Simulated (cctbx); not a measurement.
## What resolution and counting buy: NdY2Ge2Rh2

Space group Pbcm (no. 57), a = 5.6640 Å, b = 7.8930 Å, c = 13.3230 Å, α = 90.00°, β = 90.00°, γ = 90.00°.

| atom | mult. | x | y | z | Ueq (Å²) |
| --- | --- | --- | --- | --- | --- |
| Nd1 | 4 | 0.6331 | 0.2354 | 3/4 | 0.0023 |
| Rh1 | 8 | 0.6276 | 0.5470 | 0.0905 | 0.0028 |
| Y1 | 8 | 0.8686 | 0.8930 | 0.1027 | 0.0053 |
| Ge1 | 4 | 0.6427 | 1/4 | 1/2 | 0.0038 |
| Ge2 | 4 | 0.1316 | 0.3916 | 3/4 | 0.0037 |

The model is made up (kin elements in a known structure type, no relaxation), so it says nothing on whether the phase exists.

Five simulated data sets (cctbx; Mo Kα, λ = 0.71073 Å; 2 % proportional error) differ in resolution or exposure (noise floor 4 counts in the first three, 8 in the last two). Each is refined with the right model, isotropic at 1.1 Å and anisotropic otherwise. How do the figures of merit and the uncertainties move?

| d min (Å) | top counts | ⟨I/σ⟩ (unmerged, absences included) | unique | param. (scale apart) | Rint | R1 | GooF | largest s.u. xyz (fractional) | s.u. U of Ge1 (Å²) | largest error (Å) |
| --- | --- | --- | --- | --- | --- | --- | --- | --- | --- | --- |
| 1.1 | 5000 | 8.0 | 240 | 16 | 0.039 | 0.0223 | 0.95 | 0.00049 | 0.0006 | 0.0052 |
| 0.84 | 5000 | 8.1 | 546 | 35 | 0.044 | 0.0184 | 0.88 | 0.00023 | 0.0005 | 0.0010 |
| 0.6 | 5000 | 5.6 | 1471 | 35 | 0.061 | 0.0285 | 0.93 | 0.00018 | 0.0003 | 0.0019 |
| 0.75 | 300 | 0.8 | 753 | 35 | 0.478 | 0.1045 | 0.94 | 0.00274 | 0.0048 | 0.0239 |
| 0.75 | 3000 | 4.3 | 753 | 35 | 0.091 | 0.0375 | 0.94 | 0.00045 | 0.0008 | 0.0037 |

The number of reflections grows roughly as 1/d³: 240, 546 and 1471 here. R1 follows the noise rather than the truth: at 300 counts it is 0.1045, at 3000 counts 0.0375, while GooF is 0.94 and 0.94: the weights 1/σ² carry the noise. The s.u. of U (U11 where anisotropic) for Ge1 goes 0.0006, 0.0005, 0.0003 Å² with resolution and 0.0048, 0.0008 Å² with exposure.

Hardware for the 0.6 Å refinement: 0.52 s on 1 thread of Arm Neoverse V2 (shared host), peak memory 0.09 GiB.
